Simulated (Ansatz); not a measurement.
In doubt: masses and optical values from hybrid runs of this build are listed as unsure (in some of the runs), which bears on the screening that GW takes from such a start; one-shot GW on d or f shells is unsure (in some of the runs), so the values of those runs are not to be relied on.

The crystal is FeSi2 (Cmce).

```xyz
24
Lattice="4.9315 -3.8955 0.0000 4.9315 3.8955 0.0000 0.0000 0.0000 7.8330" Properties=species:S:1:pos:R:3 pbc="T T T"
Fe    4.9315    2.4043    1.4499
Fe    4.9315    1.4912    5.3664
Fe    4.9315   -2.4043    6.3831
Fe    4.9315   -1.4912    2.4666
Fe    2.1166    0.0000    0.0000
Fe    2.8149    0.0000    3.9165
Fe    7.7464    0.0000    0.0000
Fe    7.0481    0.0000    3.9165
Si    3.6759    0.3506    1.7710
Si    1.2556   -0.3506    5.6875
Si    3.6759   -0.3506    6.0620
Si    1.2556    0.3506    2.1455
Si    6.1871   -0.3506    6.0620
Si    8.6074    0.3506    2.1455
Si    6.1871    0.3506    1.7710
Si    8.6074   -0.3506    5.6875
Si    6.1959   -1.7561    0.4010
Si    3.6671   -2.1394    4.3175
Si    6.1959    1.7561    7.4320
Si    3.6671    2.1394    3.5155
Si    3.6671    1.7561    7.4320
Si    6.1959    2.1394    3.5155
Si    3.6671   -1.7561    0.4010
Si    6.1959   -2.1394    4.3175
```

The cell and positions come from the Crystallography Open Database and are kept as given unless a step says otherwise. PAW set soft_2, made with PBE.

Gaps computed with Ansatz 0.2.0 without a self-energy: HSE06 1.62 eV, r2SCAN 0.95 eV and PBE0 2.32 eV.

Estimate the G0W0@HSE06 gap with 2×2×2 mesh, 417 empty bands, screening to 72 eV, default PAW files.

About 1.82 eV: on its mesh the run moves the gap from 1.62 eV by +0.20 eV. A band edge moves to another state on the way. Among the scalar-relativistic levels given, HSE06 is nearest (−0.20 eV). Bands and cutoff are finite, so the gap is not at the basis limit. The miss can reach some tenths of an eV and take either sign; the mesh is an error of its own. The 2×2×2 mesh is coarse for this cell (its supercell is 13 Å along the shortest edge). The RPA ε∞ on it, from the HSE06 start, is 15.30, 15.83 and 16.17; such meshes misread the long-range screening, most where the gap is narrow. The runs have no spin polarisation. For a closed low-spin shell that is the natural state; where a d or f shell is open it is a constraint, and the gap is then not the crystal's own. With d states at the gap, one-shot GW leans hard on its start.

[Paths, hosts, dates, memory and timing lines, banners, echoed tables and standing remarks are left out of the program output.]

[Logs are printed without paths, hosts, clocks, repeated set-up lines and the standing remarks that a program may print on its own settings, such as how far it seeks lower states.]

[Runs of the session that timed out or met a known fault of the program may be left out.]

[Cells called generated may have been cut or substituted from an entry of the Crystallography Open Database or the Materials Project.]

[Hosts, paths, dates, database ids (printed as entryN), source tags and the programs' standing remarks are cut or masked in the printed files.]
